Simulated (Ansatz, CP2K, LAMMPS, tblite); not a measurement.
# Liquid (Li,K)Br at 1100 K (70 atoms): one structure in several programs

Aim: run liquid (Li,K)Br at 1100 K (70 atoms) in several programs and set results and cost side by side. A plane-wave run serves as the reference.

Program: Ansatz 0.2.0. Level of theory: Kohn-Sham DFT, PBE, PAW, plane waves. Results are calculated unless marked as measured.

**1. The starting structure**

The cell holds 70 atoms: 21 Li, 14 K and 35 Br. Cell: a = 13.599 Å, b = 13.599 Å, c = 13.599 Å, α = 90.0°, β = 90.0°, γ = 90.0°. 70 atoms (21 Li, 14 K, 35 Br) placed at random at 2.3 g/cm³, melted at 1800 K for 10 ps at fixed volume with the Lennard-Jones and Coulomb ion parameters for SPC/E (Joung and Cheatham, J. Phys. Chem. B 112, 9020 (2008)), full charges. Snapshot at the end of a hold of 20 ps at 1100 K and fixed volume.

**2. Plane-wave reference**

The PAW files are the set soft_2.

File input.yaml:

```yaml
crystal:
  lattice:
    - [13.5994, 0.0, 0.0]
    - [0.0, 13.5994, 0.0]
    - [0.0, 0.0, 13.5994]
  atoms:
    - { symbol: Li, position: [0.57322, 0.6276, 0.13834] }
    - { symbol: Li, position: [0.98316, 0.84414, 0.63239] }
    - { symbol: Li, position: [0.45742, 0.30945, 0.94698] }
    - { symbol: Li, position: [0.96194, 0.3729, 0.5847] }
    [... 60 atom lines left out ...]
    - { symbol: Br, position: [0.31977, 0.65277, 0.28666] }
    - { symbol: Br, position: [0.54447, 0.37758, 0.74462] }
    - { symbol: Br, position: [0.1639, 0.16909, 0.10711] }
    - { symbol: Br, position: [0.28641, 0.63392, 0.80748] }
    - { symbol: Br, position: [0.11009, 0.93884, 0.28089] }
    - { symbol: Br, position: [0.74071, 0.18577, 0.35649] }
kpoints:
  mp_grid: { grid: [1, 1, 1] }
hamiltonian:
  xc: pbe
scf:
  occupations: { method: fermi_dirac, width: 0.05 }
output:
  forces: true
  eigenvalues: true
  populations: true
  stress: true
```

Command:

```
$ ansatz run input.yaml --threads 4 --pin off --max-ram 8192MiB --backend cpu --events-out ev --progress --plain --runs-dir out
```

What it wrote:

```text
[...]
Pseudopotentials: kind: paw
Pseudopotential: Li, paw, valence charge 3, recommended cutoff 420 eV (normal), Li.paw.azcp
Pseudopotential: K, paw, valence charge 9, recommended cutoff 420 eV (normal), K.paw.azcp
Pseudopotential: Br, paw, valence charge 7, recommended cutoff 420 eV (normal), Br.paw.azcp
[... 5 lines on functional and potentials left out ...]
Crystal: 70 atoms, lattice volume = 2515.123 Å³
Basis set: ecut = 420 eV, 49173 PW (Γ), exchange–correlation on 192×192×192 points (8 copies of the dense FFT grid, shifted against one another)
Bands: 287, of which v1, the nominal top of the filled ones, is band 217 counted from 1 (216 counted from 0)
Symmetry: 1 space group operations
Space group: P1 (ITA 1), of the structure as read, at distance tolerance 1.4e-4 Å
k-points: 1
[... 7 lines on functional and potentials left out ...]
Initial density: superposition of atomic densities (neutral atoms: chi_scale 0, normalization atom), corrected by the library's trained network
Initial wavefunctions: pseudopotential atomic-orbital guess
[...]
SCF iter   1: F=—  HF=-123343.883894 eV  |F-HF|=—  |Δ(HF+E_count)|=         —  Δρ=6.51e-4  dr2=4.40e-2  ethr=1.77e-3  ⟨swp⟩=7.0  Hψ=1375  notcnv=0  defer=52
preconditioner: auto → Resta (q_TF=auto, 2.036 Å⁻¹)  ε∞=2.4  [insulator: Δε(μ)=3.208 eV  Ē_g=12.136 eV  σ=0.050 eV  W_gap=1.00  n_scr=364 (ndim 8)  ℏωp=14.1 eV  f_vac=0.161  D(μ)=0.00/eV (n_scr^D=0)  ε∞_Penn≈2.4]
[...]
SCF iter   6: F=—  HF=-123343.880412 eV  |F-HF|=—  |Δ(HF+E_count)|=   5.74e-6  Δρ=2.64e-6  dr2=3.24e-7  ethr=1.15e-9  ⟨swp⟩=2.0  Hψ=402  notcnv=0  defer=64
SCF iter   7: F=-123343.880412 eV  HF=-123343.880412 eV  |F-HF|=1.39e-8  |Δ(HF+E_count)|=   2.80e-7  Δρ=9.07e-7  dr2=3.60e-8  ethr=2.30e-11  ⟨swp⟩=22.0  Hψ=1943  notcnv=0
SCF 1 converged in 7 iterations: F = -123343.880412 eV  dr2 = 3.60e-8
[...]
SCF converged after 7 iterations
Free energy (F): -123343.880412 eV
Harris-Foulkes:  -123343.880412 eV  (|F-HF|=1.39e-8)
Internal energy: -123343.880412 eV  (E = F + TS)
E sigma→0 (E₀):  -123343.880412 eV
Fermi energy:    1.886494 eV
--- Per-component energies (eV) ---
[...]
Σ components = -123343.880412   (vs F -123343.880412, Δ=0.00e0)
--- Forces (eV/Å), atoms counted from 1 ---
  atom   1  Li     0.69007474    -0.18134041     0.09494829
  atom   2  Li     0.18369138    -0.23479812     0.24486157
  atom   3  Li    -0.26043687     0.32879355    -0.24632363
  atom   4  Li     0.14616843     0.20072298     0.47821081
[...]
atom  70  Br     0.28240293     0.14546098     0.53908870
  max |Σ_I F_I| component: 8.99e-5 eV/Å
--- Stress (GPa, compression-positive) ---
       -0.632008       0.018386       0.104838
        0.018386      -0.253074       0.124193
        0.104838       0.124192      -0.392004
  P = ⅓ Tr σ = -0.4257 GPa (-4.257 kbar)
--- Band table (eV) ---
  k-point 0: bands = ["-45.7367", "-45.6972", "-45.4795", "-45.3678", [... 271 levels ...], "7.1560", "7.1595", "7.1909", "7.2052", "7.2170", "7.2872", "7.3157", "7.3385", "7.3839", "7.4319", "7.4342", "7.4650"]
--- Löwdin populations: 70 sites ---
  site symbol       q [e]
     0     Li      2.3147
     1     Li      2.3467
     2     Li      2.3453
[...]
69     Br      7.6371
  spilling = 0.004799 (of n_electrons = 434.000000)
```

It took 25 s on 4 threads of Arm Neoverse V2, shared host; peak memory 2.4 GiB.

Numbers from this run:

```
free energy                                      : -123343.8804 eV
free energy per atom                             : -1762.0554 eV/atom
SCF cycles                                       : 7
pressure                                         : -0.4257 GPa
r.m.s. force component                           : 0.2662 eV/Å
longest force                                    : 0.8601 eV/Å
Fermi energy                                     : 1.886 eV
gap (highest filled to lowest empty level) : 3.229 eV
spilling of the projection                       : 0.004799
```

Length of the force by element:

| element | coordination | atoms | mean length of the force (eV/Å) | spread | least | most |
| --- | --- | --- | --- | --- | --- | --- |
| Br | all | 35 | 0.436 | 0.191 | 0.0981 | 0.860 |
| K | all | 14 | 0.405 | 0.196 | 0.151 | 0.827 |
| Li | all | 21 | 0.405 | 0.177 | 0.0859 | 0.758 |

Löwdin charges by element (they lack the spilled electrons, 0.030 e an atom on average):

| element | coordination | atoms | mean charge (e) | spread | least | most |
| --- | --- | --- | --- | --- | --- | --- |
| Br | all | 35 | -0.634 | 0.0208 | -0.689 | -0.602 |
| K | all | 14 | 0.749 | 0.0081 | 0.735 | 0.763 |
| Li | all | 21 | 0.657 | 0.017 | 0.629 | 0.685 |

The levels nearest the highest filled one (over half full), pooled over k-points and spins:

| level less the highest filled one (eV) | occupation |
| --- | --- |
| -0.230 | 2 |
| -0.176 | 2 |
| -0.162 | 2 |
| -0.141 | 2 |
| -0.0767 | 2 |
| 0 | 2 |
| 3.23 | 0 |
| 4.13 | 0 |
| 4.22 | 0 |
| 4.51 | 0 |
| 4.54 | 0 |
| 4.59 | 0 |

The run ends at a pressure of -0.43 GPa, with forces up to 0.86 eV/Å.

**3. Local order**

Density 2.30 g/cm³, 35.93 Å³ an atom.

Pair distribution functions g(r), in bins of 0.2 Å:

| r (Å) | total | Br-Br | Br-Li | Br-K | Li-Li | Li-K | K-K |
| --- | --- | --- | --- | --- | --- | --- | --- |
| 2.30 | 0.37 | 0.00 | 1.23 | 0.00 | 0.00 | 0.00 | 0.00 |
| 2.50 | 1.76 | 0.00 | 5.87 | 0.00 | 0.00 | 0.00 | 0.00 |
| 2.70 | 1.58 | 0.00 | 5.26 | 0.00 | 0.00 | 0.00 | 0.00 |
| 2.90 | 0.64 | 0.00 | 1.49 | 0.96 | 0.00 | 0.00 | 0.00 |
| 3.10 | 0.97 | 0.00 | 0.86 | 3.36 | 0.46 | 0.00 | 0.00 |
| 3.30 | 0.93 | 0.00 | 0.48 | 3.54 | 0.42 | 0.31 | 0.00 |
| 3.50 | 0.96 | 0.39 | 0.56 | 2.51 | 1.80 | 0.27 | 0.00 |
| 3.70 | 0.83 | 0.94 | 0.49 | 1.05 | 0.64 | 1.48 | 0.00 |
| 3.90 | 0.91 | 1.90 | 0.00 | 1.35 | 0.61 | 0.66 | 0.70 |
| 4.10 | 0.97 | 1.84 | 0.65 | 0.25 | 1.37 | 1.23 | 0.00 |
| 4.30 | 1.30 | 1.96 | 0.44 | 0.44 | 2.45 | 2.23 | 2.79 |
| 4.50 | 1.33 | 2.10 | 0.47 | 0.80 | 2.45 | 2.19 | 0.51 |
| 4.70 | 0.90 | 1.28 | 0.36 | 0.28 | 1.22 | 1.90 | 1.85 |
| 4.90 | 1.09 | 1.64 | 0.56 | 0.76 | 2.06 | 0.71 | 2.15 |
| 5.10 | 0.95 | 1.14 | 0.84 | 0.55 | 1.40 | 0.92 | 1.57 |
| 5.30 | 1.15 | 0.88 | 1.26 | 0.73 | 0.98 | 2.17 | 1.44 |
| 5.50 | 0.74 | 0.65 | 0.95 | 0.61 | 0.15 | 1.01 | 1.02 |
| 5.70 | 1.04 | 0.50 | 1.38 | 1.44 | 0.42 | 1.04 | 1.28 |
| 5.90 | 1.03 | 0.90 | 1.52 | 0.93 | 0.52 | 0.68 | 0.87 |
| 6.10 | 1.05 | 0.66 | 1.25 | 1.59 | 0.62 | 0.81 | 1.11 |
| 6.30 | 0.81 | 0.79 | 1.17 | 0.72 | 0.23 | 0.51 | 1.02 |
| 6.50 | 0.89 | 0.81 | 1.23 | 0.92 | 0.64 | 0.40 | 0.71 |
| 6.70 | 1.03 | 0.87 | 1.28 | 1.04 | 0.81 | 1.06 | 0.47 |

Bonds by pair of elements; cutoffs follow the first minimum of g(r), held within bounds set by covalent radii, and pairs that aren't listed don't count as bonded:

| pair A-B | cutoff (Å) | bonds | mean length (Å) | spread (Å) | shortest (Å) | B about A | A about B |
| --- | --- | --- | --- | --- | --- | --- | --- |
| Br-Li | 3.23 | 75 | 2.65 | 0.194 | 2.32 | 2.14 | 3.57 |
| Br-K | 3.78 | 60 | 3.32 | 0.211 | 2.88 | 1.71 | 4.29 |

The cutoff for Br-K falls short of the minimum of g(r), so counts run low and odd coordinations can be artefacts.

How many atoms have how many bonded neighbours:

| element | mean | 2 | 3 | 4 | 5 |
| --- | --- | --- | --- | --- | --- |
| Br | 3.86 | 1 | 8 | 21 | 5 |
| K | 4.29 | 0 | 1 | 8 | 5 |
| Li | 3.57 | 0 | 10 | 10 | 1 |

**4. The other programs**

The programs:
- CP2K 2026.2: Gaussian basis with GTH pseudopotentials and a plane-wave density; labels give functional, basis (MOLOPT sets; SR short-range, UZH the newer set with its own potentials), grid cutoff/relative cutoff and solver (OT: orbital transformation; TRS4, TC2, SIGN: linear-scaling purification with its sparsity filter), or its built-in tight binding.
- tblite 0.8.0: extended tight binding, driven from Python.

All use the same cell and atoms; the electronic-structure runs use the same k-mesh, and an electronic temperature of 580 K (0.05 eV) where levels are smeared.

Differences are against the plane-wave reference, forces as r.m.s. over components; share is that over the reference's r.m.s. force, slope the least-squares factor from reference forces to these. Total energies of different programs have different zeros and aren't compared.

| run | Δ force, r.m.s. (meV/Å) | share (%) | slope | Δ pressure (GPa) | Δ gap (eV) | cores | CPU time | memory (GiB) |
| --- | --- | --- | --- | --- | --- | --- | --- | --- |
| reference | - | - | - | - | - | 4 | 96 s | 2.4 |
| CP2K PBE+D4, DZVP-UZH, 800/50 Ry, OT DIIS | 34.9 | 13.1 | 1.055 | -0.328 | -0.0883 | 1 | 9.7 min | 4.5 |
| CP2K PBE, DZVP-UZH, 280/50 Ry, OT DIIS (coarse) | 52.6 | 19.7 | 1.063 | 0.247 | -0.092 | 2 | 5.4 min | 1.2 |
| CP2K PBE, DZVP-UZH, 800/50 Ry, OT DIIS | 33.3 | 12.5 | 1.056 | 0.210 | -0.0883 | 1 | 9.6 min | 4.5 |
| CP2K PBE, SZV-MOLOPT-SR, 800/50 Ry, TRS4 filter 1e-04, SCF 1e-05 (coarse) | 138 | 51.9 | 1.303 | 1.09 | - | 1 | 86 s | 4.4 |
| CP2K PBE, SZV-MOLOPT-SR, 800/50 Ry, TRS4 filter 1e-05, SCF 1e-06 (coarse) | 140 | 52.5 | 1.313 | 1.10 | - | 1 | 98 s | 4.4 |
| CP2K PBE, SZV-MOLOPT-SR, 800/50 Ry, TRS4 filter 1e-06, SCF 1e-06 (coarse) | 140 | 52.5 | 1.313 | 1.09 | - | 1 | 98 s | 4.4 |
| CP2K RPBE, PBE potentials, DZVP-UZH, 800/50 Ry, OT DIIS | 50.3 | 18.9 | 1.114 | 1.05 | 0.104 | 1 | 9.7 min | 4.5 |
| tblite GFN1-xTB | 86.8 | 32.6 | 0.842 | -1.19 | - | 1 | 3.1 s | 0.16 |

Rows marked coarse were listed beforehand as settings not expected to be converged; some can still land near the reference.

CPU time is summed over cores on a shared host, where runs went side by side, so it is rough. Symmetry, cutoffs, thresholds, outputs and thread counts weren't matched or tuned between programs; memory under MPI is the largest rank's times the ranks.

Runs without a result: CP2K GFN1-xTB, OT DIIS (not converged, the SCF not settling); CP2K PBE, SZV-MOLOPT-SR, 800/50 Ry, OT DIIS (cut off at its time limit of 3.9 min).

Mean charges by element (e), by run and scheme:

| run | scheme | Li | K | Br |
| --- | --- | --- | --- | --- |
| reference | Löwdin | +0.66 | +0.75 | -0.63 |
| CP2K PBE+D4, DZVP-UZH, 800/50 Ry, OT DIIS | Mulliken | +0.55 | +0.65 | -0.59 |
| CP2K PBE+D4, DZVP-UZH, 800/50 Ry, OT DIIS | Hirshfeld | +0.17 | +0.30 | -0.22 |
| CP2K PBE, DZVP-UZH, 800/50 Ry, OT DIIS | Mulliken | +0.55 | +0.65 | -0.59 |
| CP2K PBE, DZVP-UZH, 800/50 Ry, OT DIIS | Hirshfeld | +0.17 | +0.30 | -0.22 |
| CP2K RPBE, PBE potentials, DZVP-UZH, 800/50 Ry, OT DIIS | Mulliken | +0.57 | +0.70 | -0.62 |
| CP2K RPBE, PBE potentials, DZVP-UZH, 800/50 Ry, OT DIIS | Hirshfeld | +0.18 | +0.32 | -0.24 |
| tblite GFN1-xTB | Mulliken | +0.19 | +0.44 | -0.29 |

The reference's Löwdin charges lack the electrons that the projection spills, 0.030 e an atom on average.

Within one program, basis, potentials and functional, energies share a zero. Each run against its twin at the usual cutoff or grid and solver:

| run | twin | Δ energy (meV/atom) | Δ force, r.m.s. (meV/Å) | CPU time over the twin's |
| --- | --- | --- | --- | --- |
| CP2K PBE, DZVP-UZH, 280/50 Ry, OT DIIS | DZVP-UZH, 800/50 Ry, OT DIIS | -1.47 | 40.6 | 0.56 (this twin ran on 1 cores) |

**5. Results**

| Item | Value |
| --- | --- |
| reference r.m.s. force component | 0.266 eV/Å |
| nearest in forces | a tie at 13 % of 2 runs: CP2K PBE+D4, DZVP-UZH, 800/50 Ry, OT DIIS; CP2K PBE, DZVP-UZH, 800/50 Ry, OT DIIS |
| farthest in forces | a tie at 52 % of 3 runs: CP2K PBE, SZV-MOLOPT-SR, 800/50 Ry, TRS4 filter 1e-04, SCF 1e-05 (coarse); CP2K PBE, SZV-MOLOPT-SR, 800/50 Ry, TRS4 filter 1e-05, SCF 1e-06 (coarse); CP2K PBE, SZV-MOLOPT-SR, 800/50 Ry, TRS4 filter 1e-06, SCF 1e-06 (coarse) |
| cheapest electronic-structure run beside the reference | tblite GFN1-xTB, 3.1 s of CPU time |

What this shows: The PBE run in local orbitals, coarse settings apart, differs by 13 % (CP2K PBE, DZVP-UZH, 800/50 Ry, OT DIIS); basis, grid and potentials can all enter. Tight binding differs by 33 % (tblite GFN1-xTB); it is another model, with fitted parameters of its own, and the xTB methods hold dispersion. Rows with another functional or a dispersion term differ by 13 % (CP2K PBE+D4, DZVP-UZH, 800/50 Ry, OT DIIS) to 19 % (CP2K RPBE, PBE potentials, DZVP-UZH, 800/50 Ry, OT DIIS), which mixes the change of model with differences of basis and potentials, some of them made for another functional. Runs with settings chosen to be coarse differ by 20 % (CP2K PBE, DZVP-UZH, 280/50 Ry, OT DIIS) to 52 % (CP2K PBE, SZV-MOLOPT-SR, 800/50 Ry, TRS4 filter 1e-06, SCF 1e-06), their programs' other errors included. One electronic-structure run takes under half the reference's CPU time: tblite GFN1-xTB, at 33 % in 3.1 s against 96 s. At the same functional, the gap of these runs lies 0.09 eV below the reference's 3.23 eV. Charges hang on model, scheme and program or settings: among these rows the mean for Li runs from +0.17 to +0.66 e. In the reference: filled and empty levels are parted by 3.23 eV (at Γ alone); a semilocal functional tends to put such gaps too low. In a disordered cell it changes from sample to sample and from frame to frame. In the reference: mean Löwdin charges: Br -0.63, K +0.75, Li +0.66 e (they miss 0.48 % of the electrons, so they add up to more than the cell's charge). Periodic xTB results under one method name differ between programs and library versions. The frame stands for 1100 K, but pressures are static and levels are smeared at 580 K. The network of bonds at the start is that of the classical potential that made the cell, and needn't be the one that DFT or experiment would give. The ion parameters were fitted for water, not for melts, so the starting structure of this cell may lie well off the real melt's. The electronic-structure runs sample only Γ, in a cell whose shortest periodic width is 14 Å.

[Also dropped from logs without a mark: logging warnings of Python, and SIESTA's first energy breakdown and zero terms.]

[Logs are printed without paths, hosts, clocks, repeated set-up lines and the standing remarks that a program may print on its own settings, such as how far it seeks lower states.]

[Hosts, paths, dates, database ids (printed as entryN), source tags and the programs' standing remarks are cut or masked in the printed files.]
